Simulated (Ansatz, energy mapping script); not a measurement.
# GdN in the rock-salt structure: energy mapping under PBE+U with a computed U, part 2 of 3

Aim: the exchange couplings of GdN in the rock-salt structure from the energies of a few collinear orders, and the ordering temperature that they give.

PBE with U on Gd f by linear response, ortho-atomic projectors; plane waves, U on orthogonalised atomic orbitals unless named otherwise, collinear spin, no spin–orbit coupling.

So far. Step 4 (Run 1 (parallel; cell A, 4 atoms)): The run ends ferromagnetic.

## 5. Run 2 (compensated +−; cell A, 4 atoms)

Level of this step: PBE with U = 4.32 eV on Gd f, ortho-atomic projectors (Ansatz).

This order reverses 6 of the 12 neighbours at 3.54 Å, 6 of the 6 neighbours at 5.00 Å and 12 of the 24 neighbours at 6.13 Å, counted for an average magnetic atom.

input.yaml reads:

```yaml
crystal:
  lattice:
    - [0.0, -2.502081428, -2.502081428]
    - [-2.502081428, 0.0, -2.502081428]
    - [2.502081428, 2.502081428, -5.004162856]
  atoms:
    - { symbol: Gd, position: [0.5, 0.5, 0.5], spin: 7.0 }
    - { symbol: Gd, position: [0.0, 0.0, 0.0], spin: -7.0 }
    - { symbol: "N", position: [0.75, 0.75, 0.75] }
    - { symbol: "N", position: [0.25, 0.25, 0.25] }
magnetization:
  spin_polarized: true
kpoints:
  mp_grid: { grid: [12, 12, 12] }
hamiltonian:
  xc: pbe
  hubbard:
    sites:
      - { species: Gd, l: f, u_eff: 4.32 }
      - { site: 0, l: f, u_eff: 4.32, starting_ns: [{ spin: up, occupation_matrix: gd1_major }, { spin: down, occupation_matrix: gd1_minor }] }
      - { site: 1, l: f, u_eff: 4.32, starting_ns: [{ spin: up, occupation_matrix: gd1_minor }, { spin: down, occupation_matrix: gd1_major }] }
    projectors: ortho-atomic
    occupation_matrices:
      gd1_major:
        matrix:
          - [0.998, 0.0, 0.0, 0.0, 0.0, 0.0, 0.0]
          - [0.0, 0.998, 0.0, 0.0, 0.0, 0.0, 0.0]
          - [0.0, 0.0, 0.998, 0.0, 0.0, 0.0, 0.0]
          - [0.0, 0.0, 0.0, 0.999, 0.0, 0.0, 0.0]
          - [0.0, 0.0, 0.0, 0.0, 0.999, 0.0, 0.0]
          - [0.0, 0.0, 0.0, 0.0, 0.0, 0.998, 0.0]
          - [0.0, 0.0, 0.0, 0.0, 0.0, 0.0, 0.998]
      gd1_minor:
        matrix:
          - [0.015, 0.0, 0.0, 0.0, 0.0, 0.0, 0.0]
          - [0.0, 0.009, 0.0, 0.0, 0.0, -0.005, 0.0]
          - [0.0, 0.0, 0.009, 0.0, 0.0, 0.0, 0.005]
          - [0.0, 0.0, 0.0, 0.005, 0.0, 0.0, 0.0]
          - [0.0, 0.0, 0.0, 0.0, 0.001, 0.0, 0.0]
          - [0.0, -0.005, 0.0, 0.0, 0.0, 0.011, 0.0]
          - [0.0, 0.0, 0.005, 0.0, 0.0, 0.0, 0.011]
scf:
  occupations: { method: fermi_dirac, width: 0.05 }
output:
  eigenvalues: true
```

Command:

```
> ansatz run input.yaml --threads 4 --pin off --max-ram 8192MiB --backend cpu --events-out ev --progress --plain --runs-dir out
```

Numbers of over 12 decimals in the logs are rounded to 6 here.

Log:

```text
[...]
Crystal: 4 atoms, lattice volume = 62.656 Å³
Basis set: ecut = 420 eV, 1219 PW (Γ)
Bands: 36, of which v1, the nominal top of the filled ones, is band 23 counted from 1 (22 counted from 0)
Symmetry: 4 space group operations
k-points: 476 of 1728
[...]
Starting moments: Σ|m| = 14 μB on 2 of 4 sites
[...]
SCF iter   1: F=—  HF=-19438.351346 eV  |F-HF|=—  |Δ(HF+E_count)|=         —  Δρ=4.89e-2 (↑4.89e-2 ↓4.89e-2)  dr2=2.09e0  dr2_m=8.58e-1  M=-0.000 μB ∫|m|=14.158 μB  β_m=1.00  ethr=3.10e-3  ⟨swp⟩=5.0  Hψ=119705  notcnv=0  defer=1882
[...]
SCF iter  12: F=-19438.248111 eV  HF=-19438.248111 eV  |F-HF|=6.83e-9  |Δ(HF+E_count)|=   5.80e-8  Δρ=2.48e-6 (↑2.48e-6 ↓2.48e-6)  dr2=1.81e-8  dr2_m=1.86e-10  M=-0.000 μB ∫|m|=14.223 μB  ethr=2.17e-10  ⟨swp⟩=9.7  Hψ=133802  notcnv=0
SCF 1 converged in 12 iterations: F = -19438.248111 eV  dr2 = 1.81e-8
[...]
SCF converged after 12 iterations
Magnetization: -0.0000 μB (23.0000 up, 23.0000 down)
Absolute magnetization: 14.2223 μB (∫|ρ↑−ρ↓|, with the PAW one-centre terms)
[...]
Per-site moments (μB) at R_I (Å): [(6.914525, 1.03210858905), (-6.914525, 1.032109), (1.992177443539492e-7, 1.03210858905), (1.9921774476461744e-7, 1.032109)]
Free energy (F): -19438.248111 eV
[...]
Internal energy: -19438.247349 eV  (E = F + TS)
E sigma→0 (E₀):  -19438.247730 eV
Entropy (-TS):   -0.000763 eV (-0.191 meV/atom)
Fermi energy:    14.207778 eV
[...]
--- Specified on-site occupations, and those of the state reported ---
  electrons in the specified blocks: 14.0980 specified, 14.0990 found
[...]
--- Band table (eV; the first three rows and the last of 952) ---
  k-point 0 ↑: bands = [... 19 lower, 11.8736, 14.1582, 14.1674, 14.1674, 17.1411, 17.1411, 17.1486, 17.7521, ... 9 higher]
  k-point 1 ↑: bands = [... 19 lower, 11.9008, 14.0412, 14.1067, 14.1067, 17.1289, 17.1762, 17.1762, 17.8537, ... 9 higher]
  k-point 2 ↑: bands = [... 19 lower, 11.9815, 13.7319, 13.9389, 13.9389, 17.0796, 17.2750, 17.2750, 18.0369, ... 9 higher]
  k-point 475 ↓: bands = [... 19 lower, 12.5147, 12.5515, 12.6997, 12.9366, 16.1445, 17.0406, 18.0954, 18.1271, ... 9 higher]
Occupation matrices written to <dir>
```

Elapsed: 37 s, on 4 threads of Arm Neoverse V2, shared host; peak memory 1.9 GiB; 2.3 min of CPU time.

Spin moment in the sphere by atom:

```csv
atom,spin moment in the sphere (μB)
Gd1,6.91
Gd2,-6.91
N3,0.00
N4,0.00
```

The run ends antiferromagnetic, 10.43 meV a magnetic atom above the parallel order of its cell.

## 6. Run 3 (parallel; cell B, 4 atoms)

The parallel order again, as the reference for this cell.

This run holds the same structure in another cell (c 6.129 → 5.004 Å, α 73.2 → 90.0°, β 73.2 → 90.0°, γ 60.0 → 90.0°).

input.yaml, as its differences from that of step 5:

```diff
@@ -3,9 +3,9 @@
     - [0.0, -2.502081428, -2.502081428]
-    - [-2.502081428, 0.0, -2.502081428]
-    - [2.502081428, 2.502081428, -5.004162856]
+    - [0.0, 2.502081428, -2.502081428]
+    - [5.004162856, 0.0, 0.0]
   atoms:
     - { symbol: Gd, position: [0.5, 0.5, 0.5], spin: 7.0 }
-    - { symbol: Gd, position: [0.0, 0.0, 0.0], spin: -7.0 }
-    - { symbol: "N", position: [0.75, 0.75, 0.75] }
-    - { symbol: "N", position: [0.25, 0.25, 0.25] }
+    - { symbol: Gd, position: [0.0, 0.0, 0.0], spin: 7.0 }
+    - { symbol: "N", position: [0.5, 0.5, 0.0] }
+    - { symbol: "N", position: [0.0, 0.0, 0.5] }
 magnetization:
@@ -13,3 +13,3 @@
 kpoints:
-  mp_grid: { grid: [12, 12, 12] }
+  mp_grid: { grid: [10, 10, 7] }
 hamiltonian:
@@ -20,3 +20,3 @@
       - { site: 0, l: f, u_eff: 4.32, starting_ns: [{ spin: up, occupation_matrix: gd1_major }, { spin: down, occupation_matrix: gd1_minor }] }
-      - { site: 1, l: f, u_eff: 4.32, starting_ns: [{ spin: up, occupation_matrix: gd1_minor }, { spin: down, occupation_matrix: gd1_major }] }
+      - { site: 1, l: f, u_eff: 4.32, starting_ns: [{ spin: up, occupation_matrix: gd1_major }, { spin: down, occupation_matrix: gd1_minor }] }
     projectors: ortho-atomic
```

Log:

```text
[...]
Crystal: 4 atoms, lattice volume = 62.656 Å³
Basis set: ecut = 420 eV, 1229 PW (Γ)
Bands: 36, of which v1, the nominal top of the filled ones, is band 23 counted from 1 (22 counted from 0)
Symmetry: 16 space group operations
k-points: 124 of 700
[...]
Starting moments: Σ|m| = 14 μB on 2 of 4 sites
[...]
k-point 1 ↑: bands = [... 19 lower, 8.6873, 8.6894, 8.7444, 8.7449, 8.7449, 12.6091, 13.8113, 13.9676, ... 9 higher]
  k-point 2 ↑: bands = [... 19 lower, 8.6827, 8.6939, 8.7256, 8.7278, 8.7278, 12.0084, 12.6542, 13.9858, ... 9 higher]
  k-point 123 ↓: bands = [... 19 lower, 17.7741, 18.1798, 18.1798, 18.1985, 18.1985, 18.2723, 18.2723, 18.3094, ... 9 higher]
Occupation matrices written to <dir>
[key lines of the parts left out:]
SCF converged after 13 iterations
Magnetization: 13.9999 μB (30.0000 up, 16.0000 down)
Free energy (F): -19438.270375 eV
Fermi energy:    14.339161 eV
```

It took 10 s on 4 threads; peak memory 0.72 GiB; 37 s of CPU time.

The run ends ferromagnetic. For each magnetic atom its energy differs from the parallel run of the first cell by -0.65 meV, an error that one common reference would have brought in.

## 7. Order 4: compensated +−, cell B of 4 atoms

This order reverses 8 of the 12 neighbours at 3.54 Å, 0 of the 6 neighbours at 5.00 Å and 16 of the 24 neighbours at 6.13 Å, counted for an average magnetic atom.

input.yaml, as its differences from that of step 6:

```diff
@@ -7,3 +7,3 @@
     - { symbol: Gd, position: [0.5, 0.5, 0.5], spin: 7.0 }
-    - { symbol: Gd, position: [0.0, 0.0, 0.0], spin: 7.0 }
+    - { symbol: Gd, position: [0.0, 0.0, 0.0], spin: -7.0 }
     - { symbol: "N", position: [0.5, 0.5, 0.0] }
@@ -20,3 +20,3 @@
       - { site: 0, l: f, u_eff: 4.32, starting_ns: [{ spin: up, occupation_matrix: gd1_major }, { spin: down, occupation_matrix: gd1_minor }] }
-      - { site: 1, l: f, u_eff: 4.32, starting_ns: [{ spin: up, occupation_matrix: gd1_major }, { spin: down, occupation_matrix: gd1_minor }] }
+      - { site: 1, l: f, u_eff: 4.32, starting_ns: [{ spin: up, occupation_matrix: gd1_minor }, { spin: down, occupation_matrix: gd1_major }] }
     projectors: ortho-atomic
```

Log:

```text
[...]
Crystal: 4 atoms, lattice volume = 62.656 Å³
Basis set: ecut = 420 eV, 1229 PW (Γ)
Bands: 36, of which v1, the nominal top of the filled ones, is band 23 counted from 1 (22 counted from 0)
Symmetry: 8 space group operations
k-points: 124 of 700
[...]
Starting moments: Σ|m| = 14 μB on 2 of 4 sites
[...]
k-point 1 ↑: bands = [... 19 lower, 13.7728, 13.7728, 14.1796, 14.1796, 14.2648, 16.9791, 17.4217, 17.4217, ... 9 higher]
  k-point 2 ↑: bands = [... 19 lower, 13.6465, 13.6465, 14.0474, 14.0474, 14.5319, 16.4202, 17.9126, 17.9126, ... 9 higher]
  k-point 123 ↓: bands = [... 19 lower, 12.8451, 12.8451, 12.9529, 12.9529, 16.9267, 16.9267, 18.1954, 18.1954, ... 9 higher]
Occupation matrices written to <dir>
[key lines of the parts left out:]
SCF converged after 12 iterations
Magnetization: 0.0000 μB (23.0000 up, 23.0000 down)
Free energy (F): -19438.247213 eV
Fermi energy:    14.228589 eV
```

It took 4.8 s on 4 threads; peak memory 0.71 GiB.

The run ends antiferromagnetic, 11.69 meV a magnetic atom above the parallel order of its cell.

## 8. Parallel start in cell C (6 atoms)

The parallel order again, as the reference for this cell.

input.yaml, as its differences from that of step 7:

```diff
@@ -3,9 +3,11 @@
     - [0.0, -2.502081428, -2.502081428]
-    - [0.0, 2.502081428, -2.502081428]
-    - [5.004162856, 0.0, 0.0]
+    - [-5.004162856, 0.0, 0.0]
+    - [2.502081428, 5.004162856, -2.502081428]
   atoms:
-    - { symbol: Gd, position: [0.5, 0.5, 0.5], spin: 7.0 }
-    - { symbol: Gd, position: [0.0, 0.0, 0.0], spin: -7.0 }
-    - { symbol: "N", position: [0.5, 0.5, 0.0] }
-    - { symbol: "N", position: [0.0, 0.0, 0.5] }
+    - { symbol: Gd, position: [0.666666667, 0.666666667, 0.333333333], spin: 7.0 }
+    - { symbol: Gd, position: [0.333333333, 0.333333333, 0.666666667], spin: 7.0 }
+    - { symbol: Gd, position: [0.0, 0.0, 0.0], spin: 7.0 }
+    - { symbol: "N", position: [0.666666667, 0.166666667, 0.333333333] }
+    - { symbol: "N", position: [0.333333333, 0.833333333, 0.666666667] }
+    - { symbol: "N", position: [0.0, 0.5, 0.0] }
 magnetization:
@@ -13,3 +15,3 @@
 kpoints:
-  mp_grid: { grid: [10, 10, 7] }
+  mp_grid: { grid: [11, 11, 11] }
 hamiltonian:
@@ -20,3 +22,4 @@
       - { site: 0, l: f, u_eff: 4.32, starting_ns: [{ spin: up, occupation_matrix: gd1_major }, { spin: down, occupation_matrix: gd1_minor }] }
-      - { site: 1, l: f, u_eff: 4.32, starting_ns: [{ spin: up, occupation_matrix: gd1_minor }, { spin: down, occupation_matrix: gd1_major }] }
+      - { site: 1, l: f, u_eff: 4.32, starting_ns: [{ spin: up, occupation_matrix: gd1_major }, { spin: down, occupation_matrix: gd1_minor }] }
+      - { site: 2, l: f, u_eff: 4.32, starting_ns: [{ spin: up, occupation_matrix: gd1_major }, { spin: down, occupation_matrix: gd1_minor }] }
     projectors: ortho-atomic
```

Log:

```text
[...]
Crystal: 6 atoms, lattice volume = 93.984 Å³
Basis set: ecut = 420 eV, 1821 PW (Γ)
Bands: 54, of which v1, the nominal top of the filled ones, is band 35 counted from 1 (34 counted from 0)
Symmetry: 12 space group operations
k-points: 366 of 1331
[...]
Starting moments: Σ|m| = 21 μB on 3 of 6 sites
[...]
k-point 1 ↑: bands = [... 31 lower, 8.7347, 8.7471, 8.7490, 8.7508, 8.7582, 11.1425, 11.8633, 12.3015, ... 15 higher]
  k-point 2 ↑: bands = [... 31 lower, 8.7318, 8.7351, 8.7424, 8.7430, 8.7493, 10.9832, 12.1650, 12.3387, ... 15 higher]
  k-point 365 ↓: bands = [... 31 lower, 18.1221, 18.1813, 18.1861, 18.2137, 18.2693, 18.2784, 18.2830, 18.2876, ... 15 higher]
Occupation matrices written to <dir>
[key lines of the parts left out:]
SCF converged after 13 iterations
Magnetization: 20.9999 μB (45.0000 up, 24.0000 down)
Free energy (F): -29157.404134 eV
Fermi energy:    14.356239 eV
```

It took 72 s on 4 threads; peak memory 2.9 GiB.

The run ends ferromagnetic. For each magnetic atom its energy differs from the parallel run of the first cell by -0.13 meV, an error that one common reference would have brought in.

## 9. Order 6: uncompensated ++−, cell C of 6 atoms

This order reverses 6.67 of the 12 neighbours at 3.54 Å, 2.67 of the 6 neighbours at 5.00 Å and 8 of the 24 neighbours at 6.13 Å, counted for an average magnetic atom.

input.yaml, as its differences from that of step 8:

```diff
@@ -8,3 +8,3 @@
     - { symbol: Gd, position: [0.333333333, 0.333333333, 0.666666667], spin: 7.0 }
-    - { symbol: Gd, position: [0.0, 0.0, 0.0], spin: 7.0 }
+    - { symbol: Gd, position: [0.0, 0.0, 0.0], spin: -7.0 }
     - { symbol: "N", position: [0.666666667, 0.166666667, 0.333333333] }
@@ -23,3 +23,3 @@
       - { site: 1, l: f, u_eff: 4.32, starting_ns: [{ spin: up, occupation_matrix: gd1_major }, { spin: down, occupation_matrix: gd1_minor }] }
-      - { site: 2, l: f, u_eff: 4.32, starting_ns: [{ spin: up, occupation_matrix: gd1_major }, { spin: down, occupation_matrix: gd1_minor }] }
+      - { site: 2, l: f, u_eff: 4.32, starting_ns: [{ spin: up, occupation_matrix: gd1_minor }, { spin: down, occupation_matrix: gd1_major }] }
     projectors: ortho-atomic
```

Log:

```text
[...]
Crystal: 6 atoms, lattice volume = 93.984 Å³
Basis set: ecut = 420 eV, 1821 PW (Γ)
Bands: 54, of which v1, the nominal top of the filled ones, is band 35 counted from 1 (34 counted from 0)
Symmetry: 4 space group operations
k-points: 366 of 1331
[...]
Starting moments: Σ|m| = 21 μB on 3 of 6 sites
[...]
k-point 1 ↑: bands = [... 31 lower, 12.2950, 12.7343, 12.8348, 12.8678, 14.0870, 14.1749, 14.2373, 16.5239, ... 15 higher]
  k-point 2 ↑: bands = [... 31 lower, 12.3841, 12.7667, 12.9162, 13.1657, 13.6145, 13.8754, 14.1047, 15.8546, ... 15 higher]
  k-point 365 ↓: bands = [... 31 lower, 17.2185, 17.5054, 17.9405, 18.0362, 18.0982, 18.1202, 18.1738, 18.1835, ... 15 higher]
Occupation matrices written to <dir>
[key lines of the parts left out:]
SCF converged after 12 iterations
Magnetization: 6.9991 μB (37.9995 up, 31.0005 down)
Free energy (F): -29157.373312 eV
Fermi energy:    14.247325 eV
```

Elapsed: 64 s, on 4 threads; peak memory 3 GiB.

The run ends ferrimagnetic, 10.17 meV a magnetic atom above the parallel order of its cell.

## 10. Parallel start in cell D (6 atoms)

A new cell needs its own zero of energy.

This run holds the same structure in another cell (b 5.004 → 3.538 Å, c 6.129 → 7.912 Å, α 114.1 → 102.9°, β 106.8 → 102.9°).

input.yaml, as its differences from that of step 9:

```diff
@@ -2,12 +2,12 @@
   lattice:
-    - [0.0, -2.502081428, -2.502081428]
-    - [-5.004162856, 0.0, 0.0]
-    - [2.502081428, 5.004162856, -2.502081428]
+    - [0.0, 2.502081428, 2.502081428]
+    - [0.0, 2.502081428, -2.502081428]
+    - [-7.506244284, -2.502081428, 0.0]
   atoms:
+    - { symbol: Gd, position: [0.0, 0.0, 0.0], spin: 7.0 }
+    - { symbol: Gd, position: [0.333333333, 0.333333333, 0.666666667], spin: 7.0 }
     - { symbol: Gd, position: [0.666666667, 0.666666667, 0.333333333], spin: 7.0 }
-    - { symbol: Gd, position: [0.333333333, 0.333333333, 0.666666667], spin: 7.0 }
-    - { symbol: Gd, position: [0.0, 0.0, 0.0], spin: -7.0 }
-    - { symbol: "N", position: [0.666666667, 0.166666667, 0.333333333] }
-    - { symbol: "N", position: [0.333333333, 0.833333333, 0.666666667] }
-    - { symbol: "N", position: [0.0, 0.5, 0.0] }
+    - { symbol: "N", position: [0.833333333, 0.833333333, 0.666666667] }
+    - { symbol: "N", position: [0.166666667, 0.166666667, 0.333333333] }
+    - { symbol: "N", position: [0.5, 0.5, 0.0] }
 magnetization:
@@ -23,3 +23,3 @@
       - { site: 1, l: f, u_eff: 4.32, starting_ns: [{ spin: up, occupation_matrix: gd1_major }, { spin: down, occupation_matrix: gd1_minor }] }
-      - { site: 2, l: f, u_eff: 4.32, starting_ns: [{ spin: up, occupation_matrix: gd1_minor }, { spin: down, occupation_matrix: gd1_major }] }
+      - { site: 2, l: f, u_eff: 4.32, starting_ns: [{ spin: up, occupation_matrix: gd1_major }, { spin: down, occupation_matrix: gd1_minor }] }
     projectors: ortho-atomic
```

Log:

```text
[...]
Crystal: 6 atoms, lattice volume = 93.984 Å³
Basis set: ecut = 420 eV, 1857 PW (Γ)
Bands: 54, of which v1, the nominal top of the filled ones, is band 35 counted from 1 (34 counted from 0)
Symmetry: 24 space group operations
k-points: 216 of 1331
[...]
Starting moments: Σ|m| = 21 μB on 3 of 6 sites
[...]
k-point 1 ↑: bands = [... 31 lower, 8.6853, 8.6948, 8.7502, 8.7502, 8.7502, 11.6801, 12.0615, 13.9350, ... 15 higher]
  k-point 2 ↑: bands = [... 31 lower, 8.6903, 8.6942, 8.7465, 8.7468, 8.7468, 11.6250, 12.3229, 13.9244, ... 15 higher]
  k-point 215 ↓: bands = [... 31 lower, 18.1652, 18.1720, 18.2011, 18.2085, 18.2284, 18.2314, 18.2498, 18.2612, ... 15 higher]
Occupation matrices written to <dir>
[key lines of the parts left out:]
SCF converged after 13 iterations
Magnetization: 20.9999 μB (44.9999 up, 24.0001 down)
Free energy (F): -29157.404300 eV
Fermi energy:    14.352741 eV
```

Wall time 44 s (4 threads); peak memory 1.8 GiB.

The run ends ferromagnetic. For each magnetic atom its energy differs from the parallel run of the first cell by -0.20 meV, an error that one common reference would have brought in.

## 11. Uncompensated ++− start in cell D (6 atoms)

This order reverses 5.33 of the 12 neighbours at 3.54 Å, 1.33 of the 6 neighbours at 5.00 Å and 16 of the 24 neighbours at 6.13 Å, counted for an average magnetic atom.

input.yaml, as its differences from that of step 10:

```diff
@@ -8,3 +8,3 @@
     - { symbol: Gd, position: [0.333333333, 0.333333333, 0.666666667], spin: 7.0 }
-    - { symbol: Gd, position: [0.666666667, 0.666666667, 0.333333333], spin: 7.0 }
+    - { symbol: Gd, position: [0.666666667, 0.666666667, 0.333333333], spin: -7.0 }
     - { symbol: "N", position: [0.833333333, 0.833333333, 0.666666667] }
@@ -23,3 +23,3 @@
       - { site: 1, l: f, u_eff: 4.32, starting_ns: [{ spin: up, occupation_matrix: gd1_major }, { spin: down, occupation_matrix: gd1_minor }] }
-      - { site: 2, l: f, u_eff: 4.32, starting_ns: [{ spin: up, occupation_matrix: gd1_major }, { spin: down, occupation_matrix: gd1_minor }] }
+      - { site: 2, l: f, u_eff: 4.32, starting_ns: [{ spin: up, occupation_matrix: gd1_minor }, { spin: down, occupation_matrix: gd1_major }] }
     projectors: ortho-atomic
```

Log:

```text
[...]
Crystal: 6 atoms, lattice volume = 93.984 Å³
Basis set: ecut = 420 eV, 1857 PW (Γ)
Bands: 54, of which v1, the nominal top of the filled ones, is band 35 counted from 1 (34 counted from 0)
Symmetry: 8 space group operations
k-points: 216 of 1331
[...]
Starting moments: Σ|m| = 21 μB on 3 of 6 sites
[...]
k-point 1 ↑: bands = [... 31 lower, 13.6621, 13.6621, 13.9703, 13.9703, 14.1530, 14.3311, 14.3311, 14.3397, ... 15 higher]
  k-point 2 ↑: bands = [... 31 lower, 13.6594, 13.6594, 13.8015, 13.9879, 13.9879, 14.2397, 14.2767, 14.2767, ... 15 higher]
  k-point 215 ↓: bands = [... 31 lower, 14.6569, 15.9844, 16.7258, 17.9504, 18.1644, 18.1726, 18.2094, 18.2135, ... 15 higher]
Occupation matrices written to <dir>
[key lines of the parts left out:]
SCF converged after 12 iterations
Magnetization: 6.9990 μB (37.9995 up, 31.0005 down)
Free energy (F): -29157.379941 eV
Fermi energy:    14.255335 eV
```

Wall time 40 s (4 threads); peak memory 1.9 GiB; 2.6 min of CPU time.

The run ends ferrimagnetic, 8.09 meV a magnetic atom above the parallel order of its cell.

[end of part 2 of 3]

[Logs and program files are shortened in this print: banners, set-up blocks, solver, clock and traceback lines can be left out without a mark of their own.]

[Logs are printed without paths, hosts, clocks, repeated set-up lines and the standing remarks that a program may print on its own settings, such as how far it seeks lower states.]

[Hosts, paths, dates, database ids (printed as entryN), source tags and the programs' standing remarks are cut or masked in the printed files.]

[Where a cell is said to come from a database of computed structures, the database is the Materials Project.]
